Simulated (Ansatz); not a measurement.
# Resistivity from frozen vibrations: Mg(0001) with 2 thermally displaced layers, 2x2, part 2 of 2

Wanted: the phonon-limited resistivity of Mg at 80 K by the Landauer route.

Ansatz 0.2.0; Ansatz plane-wave DFT, PBE, PAW files; ballistic transport by layer matching (Landauer), zero bias; PAW set soft_1.

So far. Step 2 (With 2 displaced layers): Over the solved energies the transmission per spin lies between 3.63 and 3.74, out of 3.73 channels of the lead on average (up to 3.77).

### Step 3. With 6 displaced layers

Each atom of 6 layers is moved at random, by amounts drawn from a normal law 0.0686 Å wide in each direction from the Debye model (400 K) at 80 K. A fresh draw is used; the growth of the resistance with length is what counts.

System of this step: Mg(0001) with 6 thermally displaced layers, 2x2. The cell holds 64 atoms: 64 Mg. Its edges and angles: a = 6.419 Å, b = 6.419 Å, c = 41.683 Å, α = 90.0°, β = 90.0°, γ = 120.0°. It derives from Mg. Regions: lead, 40 atoms (40 Mg); scattering region, 24 atoms (24 Mg). The structure is stacked along c, and the current runs across the ab planes.

input.yaml

```yaml
crystal:
  lattice:
    - [6.41854, 0.0, 0.0]
    - [-3.20927, 5.5586186952, 0.0]
    - [0.0, 0.0, 41.68264]
  atoms:
    - { symbol: Mg, position: [0.1666666667, 0.3333333333, 0.03125] }
    - { symbol: Mg, position: [0.1666666667, 0.8333333333, 0.03125] }
    - { symbol: Mg, position: [0.6666666667, 0.3333333333, 0.03125] }
    - { symbol: Mg, position: [0.6666666667, 0.8333333333, 0.03125] }
    - { symbol: Mg, position: [0.3333333333, 0.1666666667, 0.09375] }
    - { symbol: Mg, position: [0.3333333333, 0.6666666667, 0.09375] }
    - { symbol: Mg, position: [0.8333333333, 0.1666666667, 0.09375] }
    - { symbol: Mg, position: [0.8333333333, 0.6666666667, 0.09375] }
    - { symbol: Mg, position: [0.1666666667, 0.3333333333, 0.15625] }
    - { symbol: Mg, position: [0.1666666667, 0.8333333333, 0.15625] }
    - { symbol: Mg, position: [0.6666666667, 0.3333333333, 0.15625] }
    - { symbol: Mg, position: [0.6666666667, 0.8333333333, 0.15625] }
    - { symbol: Mg, position: [0.3333333333, 0.1666666667, 0.21875] }
    - { symbol: Mg, position: [0.3333333333, 0.6666666667, 0.21875] }
    - { symbol: Mg, position: [0.8333333333, 0.1666666667, 0.21875] }
    - { symbol: Mg, position: [0.8333333333, 0.6666666667, 0.21875] }
    - { symbol: Mg, position: [0.1666666667, 0.3333333333, 0.28125] }
    - { symbol: Mg, position: [0.1666666667, 0.8333333333, 0.28125] }
    - { symbol: Mg, position: [0.6666666667, 0.3333333333, 0.28125] }
    - { symbol: Mg, position: [0.6666666667, 0.8333333333, 0.28125] }
    - { symbol: Mg, position: [0.3435661184, 0.1678265026, 0.3425267814] }
    - { symbol: Mg, position: [0.320661927, 0.6610196731, 0.3441122691] }
    - { symbol: Mg, position: [0.821256052, 0.1640860539, 0.3434880401] }
    - { symbol: Mg, position: [0.8404359742, 0.6693149303, 0.3443346657] }
    - { symbol: Mg, position: [0.1588814971, 0.3317342814, 0.4075398108] }
    - { symbol: Mg, position: [0.1748562149, 0.8178001593, 0.4087407351] }
    - { symbol: Mg, position: [0.6858658303, 0.3429724233, 0.4066850873] }
    - { symbol: Mg, position: [0.6723064971, 0.8513210302, 0.4094750529] }
    - { symbol: Mg, position: [0.3606946433, 0.1828911881, 0.4693379688] }
    - { symbol: Mg, position: [0.3203959252, 0.6666117157, 0.4698300446] }
    - { symbol: Mg, position: [0.8220055294, 0.1715413134, 0.4694572196] }
    - { symbol: Mg, position: [0.833465731, 0.6520581256, 0.4676613548] }
    - { symbol: Mg, position: [0.1547877384, 0.3189014105, 0.5341116399] }
    - { symbol: Mg, position: [0.1633975112, 0.8373918532, 0.5308245917] }
    - { symbol: Mg, position: [0.691729517, 0.3496227134, 0.5322920033] }
    - { symbol: Mg, position: [0.6434448419, 0.8339752182, 0.5323748131] }
    - { symbol: Mg, position: [0.340248292, 0.1590435069, 0.5967476065] }
    - { symbol: Mg, position: [0.3151449113, 0.6585053521, 0.5952883614] }
    - { symbol: Mg, position: [0.8462092676, 0.1913703153, 0.5940601552] }
    - { symbol: Mg, position: [0.8242391404, 0.6620086409, 0.5919548264] }
    - { symbol: Mg, position: [0.1569043746, 0.3411107613, 0.6572061446] }
    - { symbol: Mg, position: [0.1758431972, 0.8240237122, 0.6590289505] }
    - { symbol: Mg, position: [0.6733079445, 0.3527569116, 0.6555379728] }
    - { symbol: Mg, position: [0.6603494163, 0.8364149518, 0.6579469655] }
    - { symbol: Mg, position: [0.3333333333, 0.1666666667, 0.71875] }
    - { symbol: Mg, position: [0.3333333333, 0.6666666667, 0.71875] }
    - { symbol: Mg, position: [0.8333333333, 0.1666666667, 0.71875] }
    - { symbol: Mg, position: [0.8333333333, 0.6666666667, 0.71875] }
    - { symbol: Mg, position: [0.1666666667, 0.3333333333, 0.78125] }
    - { symbol: Mg, position: [0.1666666667, 0.8333333333, 0.78125] }
    - { symbol: Mg, position: [0.6666666667, 0.3333333333, 0.78125] }
    - { symbol: Mg, position: [0.6666666667, 0.8333333333, 0.78125] }
    - { symbol: Mg, position: [0.3333333333, 0.1666666667, 0.84375] }
    - { symbol: Mg, position: [0.3333333333, 0.6666666667, 0.84375] }
    - { symbol: Mg, position: [0.8333333333, 0.1666666667, 0.84375] }
    - { symbol: Mg, position: [0.8333333333, 0.6666666667, 0.84375] }
    - { symbol: Mg, position: [0.1666666667, 0.3333333333, 0.90625] }
    - { symbol: Mg, position: [0.1666666667, 0.8333333333, 0.90625] }
    - { symbol: Mg, position: [0.6666666667, 0.3333333333, 0.90625] }
    - { symbol: Mg, position: [0.6666666667, 0.8333333333, 0.90625] }
    - { symbol: Mg, position: [0.3333333333, 0.1666666667, 0.96875] }
    - { symbol: Mg, position: [0.3333333333, 0.6666666667, 0.96875] }
    - { symbol: Mg, position: [0.8333333333, 0.1666666667, 0.96875] }
    - { symbol: Mg, position: [0.8333333333, 0.6666666667, 0.96875] }
kpoints:
  mp_grid: { grid: [4, 4, 1] }
hamiltonian:
  xc: pbe
  pseudopotentials: { kind: paw, azcp: { folder: soft_1 } }
scf:
  occupations: { method: fermi_dirac, width: 0.1 }
output:
  transmission: { leads: [[0, 8]], kmesh: [8, 8], e_range: [-0.05, 0.05], de: 0.05 }
  write_potential: true
  write_density: true
  volumetric_format: npy
```

Run with:

```sh
$ ansatz run input.yaml --threads 4 --pin off --max-ram 15360MiB --backend cpu --events-out ev --progress --plain --runs-dir out
```

Numbers of over 12 decimals in the logs are rounded to 6 here.

Log:

```text
[...]
Crystal: 64 atoms, lattice volume = 1487.162 Å³
Basis set: ecut = 420 eV, 29155 PW (Γ)
Bands: 384, of which v1, the nominal top of the filled ones, is band 320 counted from 1 (319 counted from 0)
Symmetry: 1 space group operations
[...]
k-points: 10 of 16 (time reversal used)
[...]
SCF iter   1: F=—  HF=-123124.319128 eV  |F-HF|=—  |Δ(HF+E_count)|=         —  Δρ=1.33e-2  dr2=3.75e0  ethr=3.10e-3  ⟨swp⟩=8.6  Hψ=15353  notcnv=0  defer=24
[...]
SCF iter   8: F=-123123.902527 eV  HF=-123123.902527 eV  |F-HF|=3.68e-8  |Δ(HF+E_count)|=   6.87e-8  Δρ=6.83e-7  dr2=4.15e-8  ethr=1.56e-11  ⟨swp⟩=11.1  Hψ=13663  notcnv=0
SCF 1 converged in 8 iterations: F = -123123.902527 eV  dr2 = 4.15e-8
[...]
transmission: 218 of 2176 steps passed
transmission: 437 of 2176 steps passed
[...]
transmission: 2176 of 2176 steps passed
SCF converged after 8 iterations
Free energy (F): -123123.902527 eV
[...]
Internal energy: -123123.259281 eV  (E = F + TS)
E sigma→0 (E₀):  -123123.580904 eV
Entropy (-TS):   -0.643247 eV (-10.051 meV/atom)
Fermi energy:    5.516934 eV
[...]
--- Band table (eV; the first three rows and the last of 10) ---
  k-point 0: bands = [... 316 lower, 4.4103, 4.4231, 4.4343, 4.4441, 4.4497, 5.0479, 5.0569, 5.0591, ... 60 higher]
  k-point 1: bands = [... 316 lower, 4.9835, 5.0089, 5.2673, 5.2746, 5.6739, 5.6896, 5.6939, 5.6957, ... 60 higher]
  k-point 2: bands = [... 316 lower, 6.0096, 6.0316, 6.0356, 6.0573, 6.4823, 6.5087, 6.5356, 6.5615, ... 60 higher]
  k-point 9: bands = [... 316 lower, 5.9905, 6.0180, 6.0414, 6.0606, 6.4628, 6.5130, 6.5178, 6.5509, ... 60 higher]
--- Transmission ---
  basis      : 313 plane waves across, 64 finite elements along
  points     : 34, standing for a mesh of 8 x 8
[...]
channels       : 3.765625e0 a spin
[...]
junction   : crystal 0 to crystal 0, 0.70 to 37.17 Å
    transmission   : 3.639230e0 a spin
[...]
```

Run time: 12 min. Hardware: 4 threads of Arm Neoverse V2, shared host; peak memory 9.6 GiB.

This step gave:

- free energy: -123123.9025 eV
- energy at zero smearing: -123123.5809 eV
- Fermi energy: 5.517 eV
- transmission per spin nearest the Fermi level: 3.639
- step of the lead's potential: 5.1 meV

Per spin. Transmission, zone mean against energy, zero at the Fermi level:

```csv
energy (eV),"transmission, zone mean"
-0.0500,3.59
0.0000,3.64
0.0500,3.63
```

Over the solved energies the transmission per spin lies between 3.59 and 3.64, out of 3.77 channels of the lead on average (up to 3.77).

### Step 4. With 10 displaced layers

Each atom of 10 layers is moved at random, by amounts drawn from a normal law 0.0686 Å wide in each direction from the Debye model (400 K) at 80 K. A fresh draw is used; the growth of the resistance with length is what counts.

System of this step: Mg(0001) with 10 thermally displaced layers, 2x2. The cell holds 80 atoms: 80 Mg. Cell: a = 6.419 Å, b = 6.419 Å, c = 52.103 Å, α = 90.0°, β = 90.0°, γ = 120.0°. It derives from Mg. Regions: lead, 40 atoms (40 Mg); scattering region, 40 atoms (40 Mg). The structure is stacked along c, and the current runs across the ab planes.

input.yaml

```yaml
crystal:
  lattice:
    - [6.41854, 0.0, 0.0]
    - [-3.20927, 5.5586186952, 0.0]
    - [0.0, 0.0, 52.1033]
  atoms:
    - { symbol: Mg, position: [0.1666666667, 0.3333333333, 0.025] }
    - { symbol: Mg, position: [0.1666666667, 0.8333333333, 0.025] }
    - { symbol: Mg, position: [0.6666666667, 0.3333333333, 0.025] }
    - { symbol: Mg, position: [0.6666666667, 0.8333333333, 0.025] }
    - { symbol: Mg, position: [0.3333333333, 0.1666666667, 0.075] }
    - { symbol: Mg, position: [0.3333333333, 0.6666666667, 0.075] }
    - { symbol: Mg, position: [0.8333333333, 0.1666666667, 0.075] }
    - { symbol: Mg, position: [0.8333333333, 0.6666666667, 0.075] }
    - { symbol: Mg, position: [0.1666666667, 0.3333333333, 0.125] }
    - { symbol: Mg, position: [0.1666666667, 0.8333333333, 0.125] }
    - { symbol: Mg, position: [0.6666666667, 0.3333333333, 0.125] }
    - { symbol: Mg, position: [0.6666666667, 0.8333333333, 0.125] }
    - { symbol: Mg, position: [0.3333333333, 0.1666666667, 0.175] }
    - { symbol: Mg, position: [0.3333333333, 0.6666666667, 0.175] }
    - { symbol: Mg, position: [0.8333333333, 0.1666666667, 0.175] }
    - { symbol: Mg, position: [0.8333333333, 0.6666666667, 0.175] }
    - { symbol: Mg, position: [0.1666666667, 0.3333333333, 0.225] }
    - { symbol: Mg, position: [0.1666666667, 0.8333333333, 0.225] }
    - { symbol: Mg, position: [0.6666666667, 0.3333333333, 0.225] }
    - { symbol: Mg, position: [0.6666666667, 0.8333333333, 0.225] }
    - { symbol: Mg, position: [0.3314417401, 0.1594429592, 0.2732347206] }
    - { symbol: Mg, position: [0.3214600096, 0.672868298, 0.2763026352] }
    - { symbol: Mg, position: [0.8249507202, 0.1534121569, 0.276149076] }
    - { symbol: Mg, position: [0.8152547488, 0.6578694988, 0.275817368] }
    - { symbol: Mg, position: [0.1450090144, 0.3381000004, 0.3242344591] }
    - { symbol: Mg, position: [0.1673672668, 0.8323993986, 0.3252660178] }
    - { symbol: Mg, position: [0.6694053183, 0.323977276, 0.3268702605] }
    - { symbol: Mg, position: [0.6796289994, 0.8437425185, 0.3265331645] }
    - { symbol: Mg, position: [0.3469548201, 0.1770801207, 0.3750994944] }
    - { symbol: Mg, position: [0.3172563486, 0.6650006064, 0.3739871843] }
    - { symbol: Mg, position: [0.8197267329, 0.1698552157, 0.3742516896] }
    - { symbol: Mg, position: [0.8158968978, 0.6537990939, 0.3753532838] }
    - { symbol: Mg, position: [0.1786564162, 0.3496485779, 0.4249816859] }
    - { symbol: Mg, position: [0.1864478203, 0.8506331665, 0.4265138189] }
    - { symbol: Mg, position: [0.6489744336, 0.348491685, 0.4254469993] }
    - { symbol: Mg, position: [0.6734842582, 0.8379131903, 0.4255037753] }
    - { symbol: Mg, position: [0.3345320541, 0.1622387296, 0.4724971158] }
    - { symbol: Mg, position: [0.327211819, 0.6567509741, 0.4764216837] }
    - { symbol: Mg, position: [0.8307630112, 0.1676965076, 0.4738817702] }
    - { symbol: Mg, position: [0.8278065925, 0.6665243825, 0.4730449868] }
    - { symbol: Mg, position: [0.1692249401, 0.332024713, 0.5234393856] }
    - { symbol: Mg, position: [0.1442082167, 0.8396628912, 0.5246083274] }
    - { symbol: Mg, position: [0.6595472167, 0.3304198782, 0.5273907996] }
    - { symbol: Mg, position: [0.6666688963, 0.8344019609, 0.5230427524] }
    - { symbol: Mg, position: [0.3565934082, 0.1779857761, 0.5764042726] }
    - { symbol: Mg, position: [0.339497094, 0.6779754969, 0.5754882308] }
    - { symbol: Mg, position: [0.8389459683, 0.1647890522, 0.573060106] }
    - { symbol: Mg, position: [0.8323899695, 0.6427949427, 0.5746842014] }
    - { symbol: Mg, position: [0.158048588, 0.3204674994, 0.6258069771] }
    - { symbol: Mg, position: [0.161831465, 0.8279436601, 0.6256842025] }
    - { symbol: Mg, position: [0.6701427636, 0.3504692704, 0.6254625763] }
    - { symbol: Mg, position: [0.6496055301, 0.8093468088, 0.6232787684] }
    - { symbol: Mg, position: [0.3446331113, 0.166042361, 0.674627358] }
    - { symbol: Mg, position: [0.3429781184, 0.6508425388, 0.674229172] }
    - { symbol: Mg, position: [0.8319009471, 0.1739003482, 0.6741266718] }
    - { symbol: Mg, position: [0.8168780302, 0.6468638333, 0.6759599512] }
    - { symbol: Mg, position: [0.1723410851, 0.3274562422, 0.7252149839] }
    - { symbol: Mg, position: [0.1499453662, 0.8275125435, 0.7268136241] }
    - { symbol: Mg, position: [0.6823683956, 0.3618364392, 0.7239639169] }
    - { symbol: Mg, position: [0.6716605644, 0.8309213651, 0.7257447151] }
    - { symbol: Mg, position: [0.3333333333, 0.1666666667, 0.775] }
    - { symbol: Mg, position: [0.3333333333, 0.6666666667, 0.775] }
    - { symbol: Mg, position: [0.8333333333, 0.1666666667, 0.775] }
    - { symbol: Mg, position: [0.8333333333, 0.6666666667, 0.775] }
    - { symbol: Mg, position: [0.1666666667, 0.3333333333, 0.825] }
    - { symbol: Mg, position: [0.1666666667, 0.8333333333, 0.825] }
    - { symbol: Mg, position: [0.6666666667, 0.3333333333, 0.825] }
    - { symbol: Mg, position: [0.6666666667, 0.8333333333, 0.825] }
    - { symbol: Mg, position: [0.3333333333, 0.1666666667, 0.875] }
    - { symbol: Mg, position: [0.3333333333, 0.6666666667, 0.875] }
    - { symbol: Mg, position: [0.8333333333, 0.1666666667, 0.875] }
    - { symbol: Mg, position: [0.8333333333, 0.6666666667, 0.875] }
    - { symbol: Mg, position: [0.1666666667, 0.3333333333, 0.925] }
    - { symbol: Mg, position: [0.1666666667, 0.8333333333, 0.925] }
    - { symbol: Mg, position: [0.6666666667, 0.3333333333, 0.925] }
    - { symbol: Mg, position: [0.6666666667, 0.8333333333, 0.925] }
    - { symbol: Mg, position: [0.3333333333, 0.1666666667, 0.975] }
    - { symbol: Mg, position: [0.3333333333, 0.6666666667, 0.975] }
    - { symbol: Mg, position: [0.8333333333, 0.1666666667, 0.975] }
    - { symbol: Mg, position: [0.8333333333, 0.6666666667, 0.975] }
kpoints:
  mp_grid: { grid: [4, 4, 1] }
hamiltonian:
  xc: pbe
  pseudopotentials: { kind: paw, azcp: { folder: soft_1 } }
scf:
  occupations: { method: fermi_dirac, width: 0.1 }
output:
  transmission: { leads: [[0, 8]], kmesh: [8, 8], e_range: [-0.05, 0.05], de: 0.05 }
  write_potential: true
  write_density: true
  volumetric_format: npy
```

Log:

```text
[...]
Crystal: 80 atoms, lattice volume = 1858.953 Å³
Basis set: ecut = 420 eV, 36475 PW (Γ)
Bands: 480, of which v1, the nominal top of the filled ones, is band 400 counted from 1 (399 counted from 0)
Symmetry: 1 space group operations
[...]
k-points: 10 of 16 (time reversal used)
[...]
SCF iter   1: F=—  HF=-153905.164604 eV  |F-HF|=—  |Δ(HF+E_count)|=         —  Δρ=1.33e-2  dr2=4.73e0  ethr=3.10e-3  ⟨swp⟩=8.5  Hψ=19657  notcnv=0  defer=54
[...]
SCF iter   8: F=-153904.626636 eV  HF=-153904.626636 eV  |F-HF|=3.15e-8  |Δ(HF+E_count)|=   7.05e-8  Δρ=6.46e-7  dr2=3.73e-8  ethr=1.25e-11  ⟨swp⟩=10.8  Hψ=16788  notcnv=0
SCF 1 converged in 8 iterations: F = -153904.626636 eV  dr2 = 3.73e-8
[...]
transmission: 276 of 2754 steps passed
transmission: 552 of 2754 steps passed
[...]
transmission: 2754 of 2754 steps passed
SCF converged after 8 iterations
Free energy (F): -153904.626636 eV
[...]
Internal energy: -153903.738647 eV  (E = F + TS)
E sigma→0 (E₀):  -153904.182641 eV
Entropy (-TS):   -0.887989 eV (-11.100 meV/atom)
Fermi energy:    5.487039 eV
[...]
--- Band table (eV; the first three rows and the last of 10) ---
  k-point 0: bands = [... 396 lower, 4.4084, 4.4387, 4.4430, 4.4484, 4.4584, 5.0316, 5.0456, 5.0479, ... 76 higher]
  k-point 1: bands = [... 396 lower, 4.9699, 4.9794, 5.4304, 5.4455, 5.4700, 5.4759, 5.5620, 5.5676, ... 76 higher]
  k-point 2: bands = [... 396 lower, 6.1500, 6.1810, 6.1936, 6.2164, 6.2639, 6.2716, 6.3085, 6.3220, ... 76 higher]
  k-point 9: bands = [... 396 lower, 6.1732, 6.1770, 6.1837, 6.1918, 6.2670, 6.2789, 6.3025, 6.3229, ... 76 higher]
--- Transmission ---
  basis      : 313 plane waves across, 81 finite elements along
  points     : 34, standing for a mesh of 8 x 8
[...]
channels       : 3.765625e0 a spin
[...]
junction   : crystal 0 to crystal 0, 0.70 to 47.59 Å
    transmission   : 3.525860e0 a spin
[...]
```

It took 16 min on 4 threads; peak memory 9.8 GiB.

Numbers from this step:

| Property | Result |
| --- | --- |
| free energy | -153904.6266 eV |
| energy at zero smearing | -153904.1826 eV |
| Fermi energy | 5.487 eV |
| transmission per spin nearest the Fermi level | 3.526 |
| step of the lead's potential | 1.2 meV |

Per spin. Table of transmission, zone mean by energy, zero at the Fermi level:

| energy (eV) | transmission, zone mean |
| --- | --- |
| -0.0500 | 3.35 |
| 0.0000 | 3.53 |
| 0.0500 | 3.56 |

Over the solved energies the transmission per spin lies between 3.35 and 3.56, out of 3.70 channels of the lead on average (up to 3.77).

### Step 5. Resistance against length

This step: Ansatz plane-wave DFT, PBE, PAW files; ballistic transport by layer matching (Landauer), zero bias; resistivity from the slope of the area resistance; PAW set soft_1 (Ansatz 0.2.0).

This step gave:

| Item | Value |
| --- | --- |
| resistivity | 3.337 µΩ cm |
| intercept | -0.005343 fΩ m² |
| scatter about the fit | 0.001678 fΩ m² |

Resistance, by row:

```csv
run,length (Å),T,channels N,RA (fΩ m²)
n2,5.21,3.702,3.734,0.01086
n6,15.63,3.62,3.766,0.04919
n10,26.05,3.478,3.703,0.0804
```

The area resistance by length of the displaced region:

```csv
length of the displaced region (Å),area resistance (fΩ m²)
5.21,0.0109
15.63,0.0492
26.05,0.0804
```

The area resistance goes from 0.011 to 0.080 fΩ m² between 5.2 and 26.1 Å, a slope of 3.3 µΩ cm.

By hand from the end points: (0.08040 − 0.01086) fΩ m² / (26.05 − 5.21) Å = 3.3 µΩ cm, since 1 fΩ m² per Å is 1000 µΩ cm.

### Step 6. Results

```
resistivity from the slope  : 3.34 µΩ cm
area resistance over 5.21 Å : 0.0109 fΩ m²
area resistance over 15.6 Å : 0.0492 fΩ m²
area resistance over 26.1 Å : 0.0804 fΩ m²
```

The slope gives 3.3 µΩ cm. The points scatter by 0.0017 fΩ m² about the line, with one random draw a length in a 2x2 cell, so the slope is a rough value. The mean square of the displacements drawn is 0.73, 0.99 and 0.93 of the nominal one at the three lengths; with each resistance scaled back by that, the slope is 3.5 µΩ cm, the value used below. The lead's own channel count moves between the runs (3.73, 3.77 and 3.70), which shifts RA and the slope too. The current runs along the hexagonal axis, while the measured value below is not for that direction. Read with a model of isotropic scattering on a spherical Fermi surface and the lead's 0.81×10¹⁵ S/m², this slope means a mean free path near 327 Å; over these lengths the model's slope is 1.22 times its bulk resistivity, which would be 2.8 µΩ cm. This far under the Debye temperature the model doesn't describe a real metal: frozen displacements count zero-point motion as scattering and turn electrons through all angles, while in the metal the short-wave phonons freeze out. The measured value is 0.557 µΩ cm (CRC Handbook of Chemistry and Physics, 84th ed., 2003, Electrical Resistivity of Pure Metals); the scaled slope is 6.2 times that and the corrected value 5.1: clearly high.

[Logs are printed without paths, hosts, clocks, repeated set-up lines and the standing remarks that a program may print on its own settings, such as how far it seeks lower states.]

[Hosts, paths, dates, database ids (printed as entryN), source tags and the programs' standing remarks are cut or masked in the printed files.]
